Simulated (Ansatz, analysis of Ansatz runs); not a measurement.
**Li5AuO4 (C2/m), V_Li hop (2.7 Å): attempt frequency at charge 0**

Aim: the prefactor of a hop in Li5AuO4 (C2/m) (V_Li hop (2.7 Å), charge 0) from the modes of the moving atom at the start and at the top of a path found beforehand. Model: a cell of 80 host atoms with 1 Li taken out.

Program: Ansatz 0.2.0. Level of theory: plane-wave PAW DFT, PBEsol; finite-difference force constants of the moving atom alone. Values are calculated unless marked as measured.

**1. Set-up**

The cell holds 79 atoms: 39 Li, 8 Au and 32 O. Cell: a = 9.403 Å, b = 9.404 Å, c = 9.396 Å, α = 90.0°, β = 102.9°, γ = 90.0°. It derives from Li5AuO4 (space group C2/m). Nearest the centre at fractional (0.250, 0.359, 0.500): Li26 at 1.20 Å, O33 at 1.59 Å, O15 at 1.59 Å, Li22 at 2.42 Å, Li2 at 2.43 Å, Li23 at 2.45 Å, Li62 at 2.46 Å, O36 at 2.67 Å.

The cell's shortest repeat is 9.4 Å.

**2. Vibrations of the moving atom at the start point**

Harmonic transition-state theory takes the prefactor from the modes at the minimum and at the top. Only the moving atom is displaced, by 0.02 Å, which takes six displaced runs and a reference; the host's atoms are held.

q0_M1.start.modes/input.yaml

```yaml
crystal:
  lattice:
    - [9.40268524, 0.0, -0.02548652]
    - [0.0, 9.40405317, 0.0]
    - [-2.07562506, 0.0, 9.16358709]
  atoms:
    - { symbol: Li, position: [-0.00380341, 0.79703137, 0.24610195] }
    - { symbol: Li, position: [0.24978838, 0.29420669, 0.24979772] }
    - { symbol: Li, position: [0.00066497, 0.28332936, -0.00047367] }
    - { symbol: Li, position: [0.25000235, 0.7828521, -9.187e-05] }
    - { symbol: Li, position: [0.00036664, 0.71698834, -0.00039431] }
    - { symbol: Li, position: [0.25009605, 0.21761349, -0.00036678] }
    - { symbol: Li, position: [-0.00352236, 0.20340273, 0.24594496] }
    - { symbol: Li, position: [0.24979894, 0.70589638, 0.25023744] }
    - { symbol: Li, position: [0.00132699, 0.00023435, -0.00159176] }
    - { symbol: Li, position: [0.25003276, 0.50017344, -0.00027791] }
    - { symbol: Au, position: [0.00090759, 0.50026827, 0.25106601] }
    - { symbol: Au, position: [0.2499196, 0.00012236, 0.2506195] }
    - { symbol: O, position: [0.12811025, 0.85346377, 0.12428504] }
    - { symbol: O, position: [0.37792114, 0.3530213, 0.12430702] }
    - { symbol: O, position: [0.1129382, 0.34660352, 0.3656091] }
    - { symbol: O, position: [0.37088459, 0.85177572, 0.3754362] }
    - { symbol: O, position: [0.12841276, 0.14681214, 0.1240634] }
    - { symbol: O, position: [0.37779967, 0.6472985, 0.1246136] }
    - { symbol: O, position: [0.11287897, 0.65373558, 0.36592831] }
    - { symbol: O, position: [0.37113113, 0.14843689, 0.37526303] }
    - { symbol: Li, position: [0.0005937, 0.79230715, 0.74943158] }
    - { symbol: Li, position: [0.25039235, 0.29435042, 0.74925224] }
    - { symbol: Li, position: [-0.00024192, 0.28408623, 0.49932798] }
    - { symbol: Li, position: [0.25001468, 0.76968794, 0.49986345] }
    - { symbol: Li, position: [-0.00064401, 0.71644063, 0.49940795] }
    - { symbol: Li, position: [0.2500277, 0.23094871, 0.49952151] }
    - { symbol: Li, position: [0.000822, 0.20802589, 0.74923294] }
    - { symbol: Li, position: [0.25024708, 0.70611061, 0.74957117] }
    - { symbol: Li, position: [0.00281478, 0.0002652, 0.49867364] }
    - { symbol: Au, position: [-0.00061488, 0.50020467, 0.75037037] }
    - { symbol: Au, position: [0.25019295, 0.00018201, 0.74886573] }
    - { symbol: O, position: [0.1289527, 0.85189804, 0.62422383] }
    - { symbol: O, position: [0.38718015, 0.34657839, 0.63349648] }
    - { symbol: O, position: [0.12226013, 0.35299419, 0.87474738] }
    - { symbol: O, position: [0.37166881, 0.85343455, 0.87543578] }
    - { symbol: O, position: [0.12931642, 0.14849271, 0.62397429] }
    - { symbol: O, position: [0.38691803, 0.65365624, 0.63379569] }
    - { symbol: O, position: [0.12215642, 0.64737432, 0.87510448] }
    - { symbol: O, position: [0.37198868, 0.14682904, 0.8752016] }
    - { symbol: Li, position: [0.49928658, 0.79220349, 0.2501756] }
    - { symbol: Li, position: [0.74950077, 0.29298362, 0.24963574] }
    - { symbol: Li, position: [0.4997476, 0.28344934, -0.00027989] }
    - { symbol: Li, position: [0.74988709, 0.78253733, -0.00030174] }
    - { symbol: Li, position: [0.49944486, 0.71682976, -0.00012376] }
    - { symbol: Li, position: [0.75014738, 0.21773147, -0.00046681] }
    - { symbol: Li, position: [0.49935417, 0.20795849, 0.24988796] }
    - { symbol: Li, position: [0.74916511, 0.70739931, 0.2499107] }
    - { symbol: Li, position: [0.49868536, -2.786e-05, 0.00104526] }
    - { symbol: Li, position: [0.75013082, 0.5002288, -0.00042465] }
    - { symbol: Au, position: [0.50066738, 0.50009697, 0.24901743] }
    - { symbol: Au, position: [0.74878163, 0.00015068, 0.24925906] }
    - { symbol: O, position: [0.62703796, 0.85246133, 0.12427878] }
    - { symbol: O, position: [0.87796063, 0.35392881, 0.12460721] }
    - { symbol: O, position: [0.62239972, 0.35280431, 0.37437296] }
    - { symbol: O, position: [0.87061774, 0.853329, 0.37422052] }
    - { symbol: O, position: [0.62740127, 0.14784975, 0.12420349] }
    - { symbol: O, position: [0.87767164, 0.64657386, 0.12481803] }
    - { symbol: O, position: [0.62231207, 0.6473608, 0.37465964] }
    - { symbol: O, position: [0.87098014, 0.14695348, 0.37403223] }
    - { symbol: Li, position: [0.50346759, 0.79683996, 0.75340772] }
    - { symbol: Li, position: [0.75080736, 0.29289519, 0.74941496] }
    - { symbol: Li, position: [0.50057952, 0.2837244, 0.49998941] }
    - { symbol: Li, position: [0.74978921, 0.78308707, 0.4998133] }
    - { symbol: Li, position: [0.50021006, 0.71622413, 0.5000586] }
    - { symbol: Li, position: [0.75000115, 0.21722607, 0.49938107] }
    - { symbol: Li, position: [0.50386967, 0.20323544, 0.75325462] }
    - { symbol: Li, position: [0.75043335, 0.70749289, 0.74960185] }
    - { symbol: Li, position: [0.49722435, 4.311e-05, 0.50061125] }
    - { symbol: Li, position: [0.74997417, 0.50012862, 0.49974592] }
    - { symbol: Au, position: [0.49916274, 0.50008628, 0.74826224] }
    - { symbol: Au, position: [0.75109577, 0.00014303, 0.75000119] }
    - { symbol: O, position: [0.628871, 0.85331815, 0.62531617] }
    - { symbol: O, position: [0.87776123, 0.35293831, 0.62472044] }
    - { symbol: O, position: [0.62237501, 0.35380814, 0.87445062] }
    - { symbol: O, position: [0.87260211, 0.85253808, 0.87510523] }
    - { symbol: O, position: [0.62927855, 0.14695555, 0.62502655] }
    - { symbol: O, position: [0.8775972, 0.64755619, 0.62507303] }
    - { symbol: O, position: [0.62219032, 0.64646668, 0.87477246] }
    - { symbol: O, position: [0.87288711, 0.1477651, 0.87486633] }
  symmetry: { detect: false }
basis:
  ecutwfc: 420
  xc_grid: 2
hamiltonian:
  xc: pbesol
kpoints:
  mp_grid: { grid: [1, 1, 1], shift: [0.25, 0.25, 0.25] }
magnetization:
  spin_polarized: true
  initial_magnetization: 1
  spin_locking: { lock_magnetization: hard }
scf:
  occupations: { method: fixed }
  max_iter: 150
phonons:
  supercell: [1, 1, 1]
  displaced_sites: [25]
  amplitude: 0.02
```

Run with:

```sh
ansatz run input.yaml --threads 4 --pin off --max-ram 14131MiB --backend cpu --events-out ev --progress --plain --runs-dir out
```

Output:

```text
Engine: ansatz 0.2.0, aarch64-unknown-linux-gnu
Pseudopotentials: kind: paw
Pseudopotential: Li, paw, valence charge 3, recommended cutoff 420 eV (normal), Li.paw.azcp
Pseudopotential: Au, paw, valence charge 19, recommended cutoff 420 eV (normal), Au.paw.azcp
Pseudopotential: O, paw, valence charge 6, recommended cutoff 420 eV (normal), O.paw.azcp
Functional definition: PBEsol
  exchange = pbesol_x
  correlation = pbesol_c
Crystal: 79 atoms, lattice volume = 809.778 Å³
Basis set: ecut = 420 eV, 15817 PW (Γ), exchange–correlation on 128×128×128 points (8 copies of the dense FFT grid, shifted against one another)
Bands: 310, of which v1, the nominal top of the filled ones, is band 231 counted from 1 (230 counted from 0)
Symmetry: 1 space group operations
k-points: 1
Non-local potential: Li, projectors of the file, l = 0: 3, l = 1: 2, l = 2: 1
Non-local potential: Au, projectors of the file, l = 0: 3, l = 1: 2, l = 2: 2, l = 3: 1
Non-local potential: O, projectors of the file, l = 0: 2, l = 1: 2, l = 2: 1
PAW form: soft (Blöchl's): semilocal exchange-correlation on the pseudo side does not see the compensation charge
PAW frozen core: Au, regenerated for the run's functional, and the local potential with it (the file was generated under x = pbe(κ = 0.804, μ = 0.219515), c = pbe(β = 0.066725))
PAW frozen core: O, regenerated for the run's functional, and the local potential with it (the file was generated under x = pbe(κ = 0.804, μ = 0.219515), c = pbe(β = 0.066725))
PAW one-centre angular grid: Li, 110 points (default); XC on 64 Gauss nodes
PAW one-centre angular grid: Au, 590 points (default); XC on 64 Gauss nodes
PAW one-centre angular grid: O, 110 points (default); XC on 64 Gauss nodes
Initial density: superposition of atomic densities (chi_scale 0.1, normalization cell, long waves kept (reshape's long-wave potential 0.10 eV rms))
Starting moments: Σ|m| = 1 μB on 79 of 79 sites
Initial wavefunctions: pseudopotential atomic-orbital guess
Functional: x = pbesol(κ = 0.804, μ = 0.123457), c = pbesol(β = 0.046)
SCF 1 converged in 19 iterations: F = -129960.416877 eV  dr2 = 6.37e-9
  greatest PAW one-centre occupation: 1.001 electrons in one spin orbital (limit 2), on the Au atom at site 10 (counted from 0), in its partial waves of l = 0
a single point of the input's cell can leave the moments in the input for a lower state (scf.lower_state_search): this run first made a single point of its cell. [...]
Initial density: read from a saved state, or passed on in memory by an earlier SCF of this step, an earlier step, the calling program or the single point that the run made first
Stability of the state it starts from, as read at its close in the collinear treatment: not read negative (Ritz values of 1 − χ₀K, real part plus size of imaginary part, from 0.95 to 0.96, by its mixing steps under no symmetry); [...]
Starting moments: Σ|m| = 1 μB on 79 of 79 sites; this step starts from the density that it was given
iter 1 solved again at ethr=6.78e-8 eV; its pass at ethr=3.10e-3 eV (dr2=3.12e-4 eV) is discarded
SCF iter   1: F=—  HF=-129960.414984 eV  |F-HF|=—  |Δ(HF+E_count)|=         —  Δρ=5.95e-7 (↑3.97e-7 ↓5.95e-7)  dr2=8.18e-9  dr2_m=2.59e-10  M=1.000 μB ∫|m|=1.097 μB  β_m=0.30  ethr=6.78e-8  ⟨swp⟩=3.0  Hψ=3426  notcnv=0  defer=154
eigensolver tolerance schedule: the retry pair's looser diagonalisation over-reported the residual by 38167.92 of it (diagonalisation noise at 5.03 of the residual, at the tolerance the schedule requests for it); [...]
preconditioner: auto → Resta (q_TF=auto, 2.484 Å⁻¹)  ε∞=3.9  [insulator: Δε(μ)=0.228 eV  Ē_g=13.622 eV  n_scr=218 (ndim 8)  ℏωp=23.3 eV  f_vac=0.083  ε∞_Penn≈3.9]
spin=Collinear: Resta preconditioning applied to the charge; magnetization (m = ρ↑ − ρ↓) channel mixes plain (no charge-response kernel on spin).
SCF iter   2: F=—  HF=-129960.416877 eV  |F-HF|=—  |Δ(HF+E_count)|=   1.89e-3  Δρ=3.10e-7 (↑2.34e-7 ↓3.10e-7)  dr2=2.41e-9  dr2_m=5.71e-11  M=1.000 μB ∫|m|=1.097 μB  β_m=0.29  ethr=1.78e-12  ⟨swp⟩=4.0  Hψ=1306  notcnv=0  defer=142
SCF iter   3: F=—  HF=-129960.416877 eV  |F-HF|=—  |Δ(HF+E_count)|=  3.06e-10  Δρ=1.90e-7 (↑1.69e-7 ↓1.90e-7)  dr2=1.17e-9  dr2_m=1.70e-11  M=1.000 μB ∫|m|=1.097 μB  β_m=0.49  ethr=1.00e-12  ⟨swp⟩=17.0  Hψ=3900  notcnv=0
SCF iter   4: F=—  HF=-129960.416877 eV  |F-HF|=—  |Δ(HF+E_count)|=  8.00e-10  Δρ=2.21e-7 (↑1.02e-7 ↓2.21e-7)  dr2=1.21e-9  dr2_m=5.69e-11  M=1.000 μB ∫|m|=1.097 μB  β_m=0.51  ethr=1.00e-12  ⟨swp⟩=3.0  Hψ=1322  notcnv=0
SCF iter   5: F=-129960.416877 eV  HF=-129960.416877 eV  |F-HF|=4.07e-10  |Δ(HF+E_count)|=  4.22e-10  Δρ=1.75e-7 (↑7.45e-8 ↓1.75e-7)  dr2=6.40e-10  dr2_m=3.51e-11  M=1.000 μB ∫|m|=1.097 μB  ethr=1.00e-12  ⟨swp⟩=2.0  Hψ=1384  notcnv=0
SCF 2 converged in 5 iterations: F = -129960.416877 eV  dr2 = 6.40e-10
Initial density: handed on by an earlier stage of this run
Initial wavefunctions: those handed on with the density
iter 1 solved again at ethr=9.29e-7 eV; its pass at ethr=3.10e-3 eV (dr2=4.28e-3 eV) is discarded
SCF iter   1: F=—  HF=-129960.414225 eV  |F-HF|=—  |Δ(HF+E_count)|=         —  Δρ=4.44e-4 (↑2.02e-4 ↓4.44e-4)  dr2=4.31e-3  dr2_m=2.52e-4  M=1.000 μB ∫|m|=1.097 μB  β_m=0.30  ethr=9.29e-7  ⟨swp⟩=2.0  Hψ=1434  notcnv=0  defer=142
[...]
SCF 13 converged in 13 iterations: F = -129960.416744 eV  dr2 = 5.39e-11
[...]
SCF 14 converged in 13 iterations: F = -129960.416597 eV  dr2 = 8.60e-11
[...]
SCF iter   4: F=—  HF=-129960.414697 eV  |F-HF|=—  |Δ(HF+E_count)|=   1.08e-5  Δρ=3.26e-5 (↑2.58e-5 ↓3.26e-5)  dr2=3.19e-5  dr2_m=5.13e-7  M=1.000 μB ∫|m|=1.097 μB  β_m=0.36  ethr=2.03e-8  ⟨swp⟩=2.0  Hψ=812  notcnv=0  defer=142
SCF iter   5: F=—  HF=-129960.416604 eV  |F-HF|=—  |Δ(HF+E_count)|=   1.91e-3  Δρ=9.00e-6 (↑6.95e-6 ↓9.00e-6)  dr2=1.75e-6  dr2_m=9.00e-8  M=1.000 μB ∫|m|=1.097 μB  β_m=0.38  ethr=6.92e-9  ⟨swp⟩=2.0  Hψ=831  notcnv=0  defer=142
SCF iter   6: F=—  HF=-129960.416604 eV  |F-HF|=—  |Δ(HF+E_count)|=   2.04e-7  Δρ=6.62e-6 (↑4.59e-6 ↓6.62e-6)  dr2=5.94e-7  dr2_m=7.74e-8  M=1.000 μB ∫|m|=1.097 μB  β_m=0.57  ethr=3.81e-10  ⟨swp⟩=2.0  Hψ=825  notcnv=0  defer=142
SCF iter   7: F=—  HF=-129960.416604 eV  |F-HF|=—  |Δ(HF+E_count)|=   1.16e-7  Δρ=4.34e-6 (↑2.09e-6 ↓4.34e-6)  dr2=3.44e-7  dr2_m=1.95e-8  M=1.000 μB ∫|m|=1.097 μB  β_m=0.47  ethr=1.29e-10  ⟨swp⟩=2.0  Hψ=831  notcnv=0  defer=142
SCF iter   8: F=—  HF=-129960.416604 eV  |F-HF|=—  |Δ(HF+E_count)|=   1.89e-8  Δρ=1.43e-6 (↑9.05e-7 ↓1.43e-6)  dr2=3.61e-8  dr2_m=1.85e-9  M=1.000 μB ∫|m|=1.097 μB  β_m=0.46  ethr=7.47e-11  ⟨swp⟩=2.0  Hψ=764  notcnv=0  defer=142
SCF iter   9: F=—  HF=-129960.416604 eV  |F-HF|=—  |Δ(HF+E_count)|=   5.63e-9  Δρ=5.64e-7 (↑4.80e-7 ↓5.64e-7)  dr2=5.38e-9  dr2_m=2.52e-10  M=1.000 μB ∫|m|=1.097 μB  β_m=0.56  ethr=7.83e-12  ⟨swp⟩=2.0  Hψ=830  notcnv=0  defer=142
SCF iter  10: F=—  HF=-129960.416604 eV  |F-HF|=—  |Δ(HF+E_count)|=   3.80e-9  Δρ=2.35e-7 (↑1.90e-7 ↓2.35e-7)  dr2=1.18e-9  dr2_m=3.63e-11  M=1.000 μB ∫|m|=1.097 μB  β_m=0.54  ethr=1.17e-12  ⟨swp⟩=2.0  Hψ=831  notcnv=0  defer=142
SCF iter  11: F=—  HF=-129960.416604 eV  |F-HF|=—  |Δ(HF+E_count)|=  4.07e-10  Δρ=1.17e-7 (↑6.38e-8 ↓1.17e-7)  dr2=2.16e-10  dr2_m=2.42e-11  M=1.000 μB ∫|m|=1.097 μB  β_m=0.69  ethr=1.00e-12  ⟨swp⟩=1.0  Hψ=478  notcnv=0  defer=142
SCF iter  12: F=—  HF=-129960.416604 eV  |F-HF|=—  |Δ(HF+E_count)|=  1.31e-10  Δρ=1.03e-7 (↑3.93e-8 ↓1.03e-7)  dr2=2.09e-10  dr2_m=1.20e-11  M=1.000 μB ∫|m|=1.097 μB  β_m=0.62  ethr=1.00e-12  ⟨swp⟩=3.0  Hψ=1442  notcnv=0
SCF iter  13: F=-129960.416604 eV  HF=-129960.416604 eV  |F-HF|=7.28e-11  |Δ(HF+E_count)|=  4.37e-11  Δρ=4.71e-8 (↑2.18e-8 ↓4.71e-8)  dr2=5.15e-11  dr2_m=3.10e-12  M=1.000 μB ∫|m|=1.097 μB  ethr=1.00e-12  ⟨swp⟩=2.0  Hψ=1384  notcnv=0
SCF 15 converged in 13 iterations: F = -129960.416604 eV  dr2 = 5.15e-11
the harmonic batch's force constants are those of the typed 0.02 Å and are borne out by those of 0.01 Å (scf.occupations.method, Limitations); [...]
SCF converged after 5 iterations
Magnetization: 1.0000 μB (231.0000 up, 230.0000 down)
Absolute magnetization: 1.0954 μB (∫|ρ↑−ρ↓|, with the PAW one-centre terms)
Spin contamination: 0.0013 ħ² per cell (⟨S²⟩ above its minimum at these occupations)
Per-site moments (μB) at R_I (Å): [(0.00192208, 0.797192), (-0.000357026, 0.794383), (-4.733626e-5, 0.794552), [... 76 left out ...]
Free energy (F): -129960.416877 eV
Harris-Foulkes:  -129960.416877 eV  (|F-HF|=4.07e-10)
Internal energy: -129960.416877 eV  (E = F + TS)
E sigma→0 (E₀):  -129960.416877 eV
Fermi energy:    5.227614 (↑ 5.227614, ↓ 5.224075) eV
--- Per-component energies (eV) ---
  E_band       = -7049.850628
  E_kinetic    = 11306.638340
  E_local      = -41252.581644  (includes V_loc(G=0)·N_el)
  E_nonlocal   = 869.350255
  E_hartree    = 16129.373713
  E_xc         = -4581.702477
  E_vxc        = -5757.288267  (∫ρ·V_xc dr)
  E_paw        = -82145.124368  (= ΣΔE_a)
  E_vpaw       = -4474.807980  (= ΣTr[D̂ρ^β])
  E_aug_tail   = 0.091781  (compensation charges beyond the density's cutoff)
  E_ewald      = -30290.067523
  E_core_change = 3.605046  (= ΣΔE_core)
  E_smearing   = -0.000000  (= −TS)
  E_closure    = 0.000000  (closes the sum)
  Σ components = -129960.416877   (vs F -129960.416877, Δ=0.00e0)
--- Forces (eV/Å), atoms counted from 1 ---
  atom   1  Li     0.00126732    -0.00239086     0.00154957
  atom   2  Li     0.00118784     0.00253809     0.00639068
  [... 12 atoms left out ...]
  atom  15  O      0.00047554     0.00115292    -0.00695501
  [... 4 atoms left out ...]
  atom  20  O     -0.00209041    -0.00306665    -0.00431687
  [... 1 atom left out ...]
  atom  22  Li    -0.00598822    -0.00042609    -0.00069865
  atom  23  Li     0.00249869    -0.00316405     0.00322362
  [... 2 atoms left out ...]
  atom  26  Li     0.00133781    -0.00052454    -0.00034612
  [... 6 atoms left out ...]
  atom  33  O      0.00148451    -0.00259638     0.00248059
  [... 2 atoms left out ...]
  atom  36  O     -0.00933356     0.00258895    -0.00120975
  atom  37  O      0.00742522     0.00362468     0.00144639
  [... 24 atoms left out ...]
  atom  62  Li    -0.00328781     0.00308697    -0.00574462
  [... 17 atoms left out ...]
  max |Σ_I F_I| component: 3.09e-5 eV/Å
--- Band table (eV) ---
  k-point 0 ↑: bands = ["-100.6404", "-100.6402", "-100.2884", "-100.2883", [... 302 left out ...] "17.2959", "17.5458", "17.5942", "17.6575"]
  k-point 0 ↓: bands = ["-100.5716", "-100.5713", "-100.2860", "-100.2859", [... 302 left out ...] "17.3052", "17.5486", "17.6018", "17.6618"]
--- Phonons: 6 displaced members + reference (amplitude 0.02 Å, Σ member SCF iterations 70) ---
  symmetry images taken by strict's conditions (phonons.symmetry_images: auto; settled by no image being taken that strict refuses)
  force constants formed among 1 of 79 sites (Li 25); the other 78 at rest. The modes move the named sites alone.
  the frequencies, the zero-point energy and the sums are of the block with the acoustic sum rule laid on its rows. Row sums over every site: 2.8e-4 eV/Å² at the most
  transpose residual: 6.9e-4 eV/Å²
  largest component of a force at the reference: 1.3e-3 eV/Å on a named site, 1.3e-2 eV/Å on a site at rest
  frequencies among the named sites at Γ of the cell (cm⁻¹): 328.98 442.35 507.87
  unstable modes among the named sites: 0
  frequencies as built, with no sum rule (cm⁻¹): 328.98 442.35 507.87
  zero-point energy: 0.079301 eV/cell   skipped modes (ω ≤ 0): 0
  not written: the harmonic force-constant file, the file of eigenvectors (these modes' are written with the force constants), the density of states and the dispersion, which are of every site
```

Elapsed: 8.7 min, on 4 threads of Arm Neoverse V1, shared host; peak memory 2.6 GiB; 35 min of CPU time.

The column dr2 measures how far the density is from self-consistency, as an energy; F and HF (Harris–Foulkes) agree once it is small.

Read from the output:

- free energy: -129960.4169 eV
- total moment: 1 μB
- integral of the absolute spin density: 1.095 μB
- spin contamination: 0.001304
- frequencies of moving atom: 329.0, 442.4, 507.9 cm⁻¹ (negative: imaginary)

The three modes are 329, 442 and 508 cm⁻¹: all real, a minimum for this atom with the others held.

[end of part 1 of 2]

[Long decimals in the printed logs are rounded to 6 places.]

[Repeated set-up lines and some long k-point lines are left out of the logs, and relaxed atomic positions are cut to six decimals.]

[Logs are printed without paths, hosts, clocks, repeated set-up lines and the standing remarks that a program may print on its own settings, such as how far it seeks lower states.]

[Hosts, paths, dates, database ids (printed as entryN), source tags and the programs' standing remarks are cut or masked in the printed files.]
